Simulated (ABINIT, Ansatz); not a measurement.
# Sr (Strontium): phonons by linear response, part 2 of 4

Aim: the phonon dispersion of Sr (Strontium), checked by a second program.

ABINIT 10.8.3; DFT PBE, scalar-relativistic, plane waves, PseudoDojo norm-conserving pseudopotentials.

So far. Step 3 (Relaxing the cell and atoms): The volume changes by -3.1 % in this run and stands -3.1 % from the first cell. Step 4 (Ground state): The cell stands at -0.30 GPa: the relaxation ran with a smoothed and higher cutoff and on another k mesh. The relaxed cell has a = 6.020 Å (conventional setting).

## 5. Linear response at Γ

At q = 0 one unit cell holds all displacements. The response is solved for single atoms along the cell's directions, and symmetry skips those that follow from others. The crystal is treated as a metal, which screens a static field, so no field response is asked.

Input file dfpt_gamma.abi:

```

# common to the responses
getwfk_filepath "gso_WFK"
kptopt 2
nqpt 1
qpt 0.0 0.0 0.0
asr 0
chneut 0

# displacements
rfphon 1
rfatpol 1 1
rfdir 1 1 1
tolvrs 1.0d-10
prtwf 0

# basis, mesh and filling
ecut 28.0
ngkpt 12 12 12
nshiftk 1
shiftk 0.0 0.0 0.0
istwfk *1
occopt 7
tsmear 0.001
nband 11
nstep 100
diemac 9.0
prtebands 0
prtgsr 0

# cell and atoms
acell 3*1.0 Angstrom
rprim 
    0.0 3.010158422 3.010158422
    3.010158422 0.0 3.010158422
    3.010158422 3.010158422 0.0
ntypat 1
znucl 38
natom 1
typat 1
xred 
    0.0 0.0 0.0
pp_dirpath "./pseudo"
pseudos "Sr.upf"
```

Run with:

```
$ OMP_NUM_THREADS=1 mpirun -n 4 abinit dfpt_gamma.abi > dfpt_gamma.log
```

Numbers of over 12 decimals in the logs are rounded to 6 here.

dfpt_gamma.abo, the main output file:

```text
[banners, grids, parts of the stress and lines that vanish by symmetry left out]
- input  file    -> dfpt_gamma.abi
- output file    -> dfpt_gamma.abo
- root for input  files -> dfpt_gammai
- root for output files -> dfpt_gammao

 Symmetries : space group Fm -3 m (#225); Bravais cF (face-center cubic)
================================================================================
 Values of the parameters that define the memory need of the present run (RF).
     intxc =       0      iscf =       7    lmnmax =       6     lnmax =       6
     mgfft =      40  mpssoang =       3    mqgrid =    3001     natom =       1
  nloc_mem =       1    nspden =       1   nspinor =       1    nsppol =       1
      nsym =      48    n1xccc =    2501    ntypat =       1    occopt =       7
   xclevel =       2
-    mband =          11        mffmem =           1         mkmem =         217
-   mkqmem =         217        mk1mem =         217           mpw =        2661
      nfft =       64000          nkpt =         868
- my_mband =          11
================================================================================
================================================================================

--------------------------------------------------------------------------------
------------- Echo of variables that govern the present computation ------------
--------------------------------------------------------------------------------
-
- outvars: echo of selected default values
-   iomode0 =  0 , fftalg0 =312 , wfoptalg0 =  0
-
- outvars: echo of global parameters not present in the input file
-  max_nthreads =    1
-
 -outvars: echo values of preprocessed input variables --------
            acell      1.8897261259E+00  1.8897261259E+00  1.8897261259E+00 Bohr
              amu      8.76200000E+01
              asr           0
           chneut           0
           diemac      9.00000000E+00
             ecut      2.80000000E+01 Hartree
-          fftalg         312
           istwfk        1    0    0    0    0    0    1    0    0    0
                         0    0    0    0    0    0    0    0    0    0
                         0    0    0    0    0    0    0    0    0    0
                         0    0    0    0    0    0    0    0    0    0
                         0    0    0    0    0    0    0    0    0    0
                       outvar_i_n : Printing only first  50 k-points.
              ixc     -101130
              kpt      0.00000000E+00  0.00000000E+00  0.00000000E+00
                       8.33333333E-02  0.00000000E+00  0.00000000E+00
                       1.66666667E-01  0.00000000E+00  0.00000000E+00
                       2.50000000E-01  0.00000000E+00  0.00000000E+00
                       [...]
                       outvar_i_n : Printing only first  50 k-points.
           kptopt           2
         kptrlatt       12    0    0      0   12    0      0    0   12
          kptrlen      9.65349251E+01
P           mkmem         217
P          mkqmem         217
P          mk1mem         217
            natom           1
            nband          11
           nbdbuf           2
            ngfft          40      40      40
             nkpt         868
             nqpt           1
            nstep         100
             nsym          48
           ntypat           1
              occ      2.000000  2.000000  2.000000  2.000000  2.000000  0.000000
                       0.000000  0.000000  0.000000  0.000000  0.000000
                       2.000000  2.000000  2.000000  2.000000  2.000000  0.000000
                       0.000000  0.000000  0.000000  0.000000  0.000000
                       [...]
                       prtocc : prtvol=0, do not print more k-points.
           occopt           7
        optdriver           1
        prtebands           0
           prtgsr           0
           prtpot           1
            prtwf           0
           rfphon           1
            rprim      0.0000000000E+00  3.0101584220E+00  3.0101584220E+00
                       3.0101584220E+00  0.0000000000E+00  3.0101584220E+00
                       3.0101584220E+00  3.0101584220E+00  0.0000000000E+00
          spgroup         225
           symrel      1  0  0   0  1  0   0  0  1      -1  0  0   0 -1  0   0  0 -1
                       0 -1  1   0 -1  0   1 -1  0       0  1 -1   0  1  0  -1  1  0
                      -1  0  0  -1  0  1  -1  1  0       1  0  0   1  0 -1   1 -1  0
                       0  1 -1   1  0 -1   0  0 -1       0 -1  1  -1  0  1   0  0  1
                       [...]
           tolvrs      1.00000000E-10
           tsmear      1.00000000E-03 Hartree
            typat      1
              wtk        0.00058    0.00116    0.00116    0.00116    0.00116    0.00116
                         0.00058    0.00116    0.00116    0.00116    0.00116    0.00116
                         0.00116    0.00116    0.00116    0.00116    0.00116    0.00116
                         0.00116    0.00116    0.00116    0.00116    0.00116    0.00116
                       [...]
                       outvars : Printing only first  50 k-points.
            znucl       38.00000

================================================================================

 chkinp: Checking input parameters for consistency.

================================================================================
== DATASET  1 ==================================================================
-   mpi_nproc: 4, omp_nthreads: 1 (-1 if OMP is not activated)

--- !DatasetInfo
iteration_state: {dtset: 1, }
dimensions: {natom: 1, nkpt: 868, mband: 11, nsppol: 1, nspinor: 1, nspden: 1, mpw: 2661, }
cutoff_energies: {ecut:  28.0, pawecutdg:  -1.0, }
electrons: {nelect:   1.00000000E+01, charge:   0.00000000E+00, occopt:   7.00000000E+00, tsmear:   1.00000000E-03, }
meta: {optdriver: 1, rfphon: 1, }
...

 mkfilename: getwfk from: gso_WFK

 Real(R)+Recip(G) space primitive vectors, cartesian coordinates (Bohr,Bohr^-1):
 R(1)=  0.0000000  5.6883750  5.6883750  G(1)= -0.0878986  0.0878986  0.0878986
 R(2)=  5.6883750  0.0000000  5.6883750  G(2)=  0.0878986 -0.0878986  0.0878986
 R(3)=  5.6883750  5.6883750  0.0000000  G(3)=  0.0878986  0.0878986 -0.0878986
 Unit cell volume ucvol=  3.6812444E+02 bohr^3
 Angles (23,13,12)=  6.00000000E+01  6.00000000E+01  6.00000000E+01 degrees
 setup1 : take into account q-point for computing boxcut.

 getcut: wavevector=  0.0000  0.0000  0.0000  ngfft=  40  40  40
         ecut(hartree)=     28.000   => boxcut(ratio)=   2.08743

--- Pseudopotential description ------------------------------------------------
- pspini: atom type   1  psp file is ./pseudo/Sr.upf

   1.28420479E+02                                ecore*ucvol(ha*bohr**3)
--------------------------------------------------------------------------------

 ==>  initialize data related to q vector <==

 The list of irreducible perturbations for this q vector is:
    1)    idir= 1    ipert=   1

================================================================================

 The perturbation idir=   2  ipert=   1 is
 symmetric of a previously calculated perturbation.
 So, its SCF calculation is not needed.

 The perturbation idir=   3  ipert=   1 is
 symmetric of a previously calculated perturbation.
 So, its SCF calculation is not needed.

--------------------------------------------------------------------------------
 Perturbation wavevector (in red.coord.)   0.000000  0.000000  0.000000
 Perturbation : displacement of atom   1   along direction   1
 Found     4 symmetries that leave the perturbation invariant.
 symkpt : the number of k-points, thanks to the symmetries,
 is reduced to   280 .

--------------------------------------------------------------------------------

--------------------------------------------------------------------------------

 dfpt_looppert : total number of electrons, from k and k+q
  fully or partially occupied states are    1.000000E+01 and    1.000000E+01.
 Initialisation of the first-order wave-functions :
  ireadwf=   0

--- !BeginCycle
iteration_state: {dtset: 1, }
solver: {iscf: 7, nstep: 100, nline: 4, wfoptalg: 0, }
tolerances: {tolvrs: 1.00E-10, }
...

     iter   2DEtotal(Ha)        deltaE(Ha) residm    vres2
-ETOT  1  0.672689     -1.580E+03 7.528E+00 1.775E+02
 ETOT  2  1.22391255648040E-02 -6.604E-01 2.181E-02 2.499E+01
 ETOT  3  6.20251375340786E-03 -6.037E-03 9.346E-03 4.348E+00
 ETOT  4  4.43225360942279E-03 -1.770E-03 1.344E-03 5.177E-02
 ETOT  5  4.42568752447414E-03 -6.566E-06 1.415E-03 5.684E-03
 ETOT  6  4.42483776356539E-03 -8.498E-07 4.218E-04 5.718E-05
 ETOT  7  4.42482329509630E-03 -1.447E-08 3.132E-04 1.724E-07
 ETOT  8  4.42482328099914E-03 -1.410E-11 1.408E-04 8.563E-09
 ETOT  9  4.42482325803439E-03 -2.296E-11 7.160E-05 7.235E-11

 At SCF step    9       vres2   =  7.23E-11 < tolvrs=  1.00E-10 =>converged.
================================================================================

 ----iterations are completed or convergence reached----

 Mean square residual over all n,k,spin=   10.426E-08; max=  71.596E-06

 Thirteen components of 2nd-order total energy (hartree) are
 1,2,3: 0th-order hamiltonian combined with 1st-order wavefunctions
     kin0=   1.09239782E+03 eigvalue=   1.84473998E+02  local=  -9.95764305E+02
 4,5,6: 1st-order hamiltonian combined with 1st and 0th-order wfs
 loc psp =  -1.30639271E+03  Hartree=   4.25770543E+02     xc=  -1.29439237E+02
 note that "loc psp" includes a xc core correction that could be resolved
 7,8,9: eventually, occupation + non-local contributions
    edocc=   2.13758757E+02     enl0=   7.89257205E+02   enl1=  -1.85451686E+03
 1-9 gives the relaxation energy (to be shifted if some occ is /=2.0)
   erelax=  -1.58045478E+03
 10,11,12 Non-relaxation  contributions : frozen-wavefunctions and Ewald
 fr.local=   6.72926265E+02 fr.nonlo=   9.27260230E+02  Ewald=   0.00000000E+00
 13,14 Frozen wf xc core corrections (1) and (2)
 frxc 1  =  -1.96419763E+02  frxc 2 =   1.76692478E+02
 Resulting in :
 2DEtotal=    0.4424823258E-02 Ha. Also 2DEtotal=    0.120405574738E+00 eV
    (2DErelax=   -1.5804547849E+03 Ha. 2DEnonrelax=    1.5804592097E+03 Ha)
    (  non-var. 2DEtotal :    4.4253219738E-03 Ha)

================================================================================

 ---- first-order wavefunction calculations are completed ----

 ==> Compute Derivative Database <==

  2nd-order matrix (non-cartesian coordinates, masses not included,
   asr not included )
     j1       j2             matrix element
  dir pert dir pert     real part     imaginary part

   1    1   1    1         0.0044253118         0.0000000000
   1    1   2    1         0.0022126559         0.0000000000
   1    1   3    1         0.0022126559         0.0000000000
   1    1   2    3         0.0000000000         0.0000000000
   1    1   3    3         0.0000000000         0.0000000000

   2    1   1    1         0.0022126559         0.0000000000
   2    1   2    1         0.0044253118         0.0000000000
   2    1   3    1         0.0022126559         0.0000000000
   2    1   1    3         0.0000000000         0.0000000000
   2    1   3    3         0.0000000000         0.0000000000

   3    1   1    1         0.0022126559         0.0000000000
   3    1   2    1         0.0022126559         0.0000000000
   3    1   3    1         0.0044253118         0.0000000000
   3    1   1    3         0.0000000000         0.0000000000
   3    1   2    3         0.0000000000         0.0000000000

   1    3   2    1         0.0000000000         0.0000000000
   1    3   3    1         0.0000000000         0.0000000000

   2    3   1    1         0.0000000000         0.0000000000
   2    3   3    1         0.0000000000         0.0000000000

   3    3   1    1         0.0000000000         0.0000000000
   3    3   2    1         0.0000000000         0.0000000000

  Dynamical matrix, in cartesian coordinates,
   if specified in the inputs, asr has been imposed
     j1       j2             matrix element
  dir pert dir pert     real part    imaginary part

   1    1   1    1         0.0000683813         0.0000000000
   1    1   2    1        -0.0000000000         0.0000000000
   1    1   3    1         0.0000000000         0.0000000000

   2    1   1    1         0.0000000000         0.0000000000
   2    1   2    1         0.0000683813         0.0000000000
   2    1   3    1         0.0000000000         0.0000000000

   3    1   1    1         0.0000000000         0.0000000000
   3    1   2    1         0.0000000000         0.0000000000
   3    1   3    1         0.0000683813         0.0000000000

  Phonon wavevector (reduced coordinates) :  0.00000  0.00000  0.00000
 Phonon energies in Hartree :
   2.069127E-05  2.069127E-05  2.069127E-05
 Phonon frequencies in cm-1    :
-  4.541208E+00  4.541208E+00  4.541208E+00

== END DATASET(S) ==============================================================
================================================================================

 -outvars: echo values of variables after computation
            acell      1.8897261259E+00  1.8897261259E+00  1.8897261259E+00 Bohr
           etotal      4.4248232580E-03
            fcart      0.0000000000E+00  0.0000000000E+00  0.0000000000E+00
           strten      0.0000000000E+00  0.0000000000E+00  0.0000000000E+00
================================================================================
```

Wall time 46 s (4 MPI ranks of Arm Neoverse V2, shared host); 3.1 min of CPU time.

With one atom there are acoustic modes alone, which should vanish; they come out at 4.54 cm⁻¹ in size, the error that the sum rule removes later.

## 6. Phonons on a q mesh

Linear response treats each wavevector in the unit cell, with no supercell; the 4×4×4 mesh fixes the range of the force constants to be had.

Input file dfpt_q.abi:

```
ndtset 7

# wavevectors
qpt1 0.25 0.0 0.0
qpt2 0.5 0.0 0.0
qpt3 0.25 0.25 0.0
qpt4 0.5 0.25 0.0
qpt5 -0.25 0.25 0.0
qpt6 0.5 0.5 0.0
qpt7 -0.25 0.5 0.25

# displacements
getwfk_filepath "gso_WFK"
getwfq_filepath "gso_WFK"
kptopt 3
nqpt 1
rfphon 1
rfatpol 1 1
rfdir 1 1 1
tolvrs 1.0d-10
prtwf 0

# basis, mesh and filling
ecut 28.0
ngkpt 12 12 12
nshiftk 1
shiftk 0.0 0.0 0.0
istwfk *1
occopt 7
tsmear 0.001
nband 11
nstep 100
diemac 9.0
prtebands 0
prtgsr 0

# cell and atoms
acell 3*1.0 Angstrom
rprim 
    0.0 3.010158422 3.010158422
    3.010158422 0.0 3.010158422
    3.010158422 3.010158422 0.0
ntypat 1
znucl 38
natom 1
typat 1
xred 
    0.0 0.0 0.0
pp_dirpath "./pseudo"
pseudos "Sr.upf"
```

Run with:

```
$ OMP_NUM_THREADS=1 mpirun -n 4 abinit dfpt_q.abi > dfpt_q.log
```

dfpt_q.abo, the main output file:

```text
[banners, grids, parts of the stress and lines that vanish by symmetry left out]
- input  file    -> dfpt_q.abi
- output file    -> dfpt_q.abo
- root for input  files -> dfpt_qi
[...]
DATASET    1 : space group Fm -3 m (#225); Bravais cF (face-center cubic)
[...]
nfft =       64000          nkpt =        1728
[...]
DATASET    2 : space group Fm -3 m (#225); Bravais cF (face-center cubic)
[...]
nfft =       64000          nkpt =        1728
[...]
DATASET    3 : space group Fm -3 m (#225); Bravais cF (face-center cubic)
[...]
nfft =       64000          nkpt =        1728
[...]
DATASET    4 : space group Fm -3 m (#225); Bravais cF (face-center cubic)
[...]
nfft =       64000          nkpt =        1728
[...]
DATASET    5 : space group Fm -3 m (#225); Bravais cF (face-center cubic)
[...]
nfft =       64000          nkpt =        1728
[...]
DATASET    6 : space group Fm -3 m (#225); Bravais cF (face-center cubic)
[...]
nfft =       64000          nkpt =        1728
[...]
DATASET    7 : space group Fm -3 m (#225); Bravais cF (face-center cubic)
[...]
nfft =       64000          nkpt =        1728
[...]
== DATASET  1 ==================================================================
[...]
cutoff_energies: {ecut:  28.0, pawecutdg:  -1.0, }
[...]
Perturbation : displacement of atom   1   along direction   1
[...]
-ETOT  1   19.614550769034     -1.703E+03 7.556E+00 6.951E+05
 ETOT  2   138.75361456924      1.191E+02 1.021E+00 5.282E+06
 ETOT  3  0.771366     -1.380E+02 7.536E-01 4.352E+01
 ETOT  4  0.768376     -2.991E-03 4.089E-02 4.735E+00
 ETOT  5  0.767648     -7.273E-04 4.766E-03 6.495E-01
[...]
At SCF step   14       vres2   =  3.15E-13 < tolvrs=  1.00E-10 =>converged.
[...]
Perturbation : displacement of atom   1   along direction   2
[...]
-ETOT  1  0.926595     -1.585E+03 7.606E+00 1.844E+02
[...]
At SCF step   12       vres2   =  8.02E-12 < tolvrs=  1.00E-10 =>converged.
[...]
Phonon wavevector (reduced coordinates) :  0.25000  0.00000  0.00000
 Phonon energies in Hartree :
[...]
Phonon frequencies in cm-1    :
-  3.411890E+01  3.411890E+01  6.913006E+01
[...]
== DATASET  2 ==================================================================
[...]
cutoff_energies: {ecut:  28.0, pawecutdg:  -1.0, }
[...]
Perturbation : displacement of atom   1   along direction   1
[...]
-ETOT  1   5.921130     -1.712E+03 7.353E+00 3.749E+04
[...]
At SCF step   11       vres2   =  1.49E-11 < tolvrs=  1.00E-10 =>converged.
[...]
Perturbation : displacement of atom   1   along direction   2
[...]
-ETOT  1   1.199003     -1.589E+03 7.590E+00 1.874E+02
[...]
At SCF step   10       vres2   =  3.92E-11 < tolvrs=  1.00E-10 =>converged.
[...]
Phonon wavevector (reduced coordinates) :  0.50000  0.00000  0.00000
 Phonon energies in Hartree :
[...]
Phonon frequencies in cm-1    :
-  4.935069E+01  4.935069E+01  9.429244E+01
[...]
== DATASET  3 ==================================================================
[...]
cutoff_energies: {ecut:  28.0, pawecutdg:  -1.0, }
[...]
Perturbation : displacement of atom   1   along direction   1
[...]
-ETOT  1   9.170270     -1.673E+03 7.430E+00 2.223E+05
[...]
Phonon wavevector (reduced coordinates) :  0.25000  0.25000  0.00000
 Phonon energies in Hartree :
[...]
Phonon frequencies in cm-1    :
-  5.552011E+01  5.552011E+01  6.806748E+01
[...]
== DATASET  4 ==================================================================
[...]
cutoff_energies: {ecut:  28.0, pawecutdg:  -1.0, }
[...]
Perturbation : displacement of atom   1   along direction   1
[...]
-ETOT  1   5.216026     -1.693E+03 7.315E+00 3.038E+04
[...]
Perturbation : displacement of atom   1   along direction   2
[...]
-ETOT  1   2.460733     -1.630E+03 7.525E+00 6.930E+03
[...]
Perturbation : displacement of atom   1   along direction   3
[...]
-ETOT  1   1.591670     -1.602E+03 7.581E+00 1.773E+02
[...]
Phonon wavevector (reduced coordinates) :  0.50000  0.25000  0.00000
 Phonon energies in Hartree :
[...]
Phonon frequencies in cm-1    :
-  6.494826E+01  7.146550E+01  9.410589E+01
[...]
== DATASET  5 ==================================================================
[...]
cutoff_energies: {ecut:  28.0, pawecutdg:  -1.0, }
[...]
Perturbation : displacement of atom   1   along direction   1
[...]
-ETOT  1   3.936813     -1.644E+03 7.402E+00 3.071E+04
[...]
Perturbation : displacement of atom   1   along direction   3
[...]
-ETOT  1   1.087763     -1.590E+03 7.590E+00 1.867E+02
[...]
Phonon wavevector (reduced coordinates) : -0.25000  0.25000  0.00000
 Phonon energies in Hartree :
[...]
Phonon frequencies in cm-1    :
-  4.391597E+01  7.487032E+01  8.350233E+01
[...]
== DATASET  6 ==================================================================
[...]
cutoff_energies: {ecut:  28.0, pawecutdg:  -1.0, }
[...]
Perturbation : displacement of atom   1   along direction   1
[...]
-ETOT  1   3.662826     -1.669E+03 7.285E+00 9.436E+03
[...]
Phonon wavevector (reduced coordinates) :  0.50000  0.50000  0.00000
 Phonon energies in Hartree :
[...]
Phonon frequencies in cm-1    :
-  7.732411E+01  7.732411E+01  1.012154E+02
[...]
== DATASET  7 ==================================================================
[...]
cutoff_energies: {ecut:  28.0, pawecutdg:  -1.0, }
[...]
Perturbation : displacement of atom   1   along direction   1
[...]
-ETOT  1   2.460991     -1.645E+03 7.359E+00 2.621E+03
[...]
At SCF step   11       vres2   =  1.68E-12 < tolvrs=  1.00E-10 =>converged.
[...]
Perturbation : displacement of atom   1   along direction   2
[...]
-ETOT  1   2.985243     -1.665E+03 7.282E+00 3.349E+03
[...]
ETOT  9   1.789853      5.207E-11 3.338E-01 6.139E-10
 ETOT 10   1.789853     -2.569E-11 4.325E-01 1.126E-11
 At SCF step   10       vres2   =  1.13E-11 < tolvrs=  1.00E-10 =>converged.
[...]
Phonon wavevector (reduced coordinates) : -0.25000  0.50000  0.25000
 Phonon energies in Hartree :
[...]
Phonon frequencies in cm-1    :
-  6.704197E+01  9.137784E+01  9.137784E+01
[...]
fcart7     0.0000000000E+00  0.0000000000E+00  0.0000000000E+00
       
================================================================================
```

Run time: 62 min. Hardware: 4 MPI ranks; 4.1 h of CPU time.

Read from the output:

* lowest mode on the q mesh (acoustic ones at the zone centre apart): 34.12 cm⁻¹

Frequencies (cm⁻¹) before the sum rule at the irreducible wavevectors but Γ, which is solved apart; negative means imaginary. Frequencies by wavevector:

```
 q (fractions)  star  mode 1  mode 2  mode 3
      0.25 0 0     8   34.12   34.12   69.13
       0.5 0 0     4   49.35   49.35   94.29
   0.25 0.25 0     6   55.52   55.52   68.07
    0.5 0.25 0    24   64.95   71.47   94.11
  -0.25 0.25 0    12   43.92   74.87    83.5
     0.5 0.5 0     3   77.32   77.32   101.2
-0.25 0.5 0.25     6   67.04   91.38   91.38
```

(Continued in part 3 of 4.)

[Host names and launcher messages were left out of these logs when they were recorded.]

[Logs are printed without paths, hosts, clocks, repeated set-up lines and the standing remarks that a program may print on its own settings, such as how far it seeks lower states.]

[Hosts, paths, dates, database ids (printed as entryN), source tags and the programs' standing remarks are cut or masked in the printed files.]
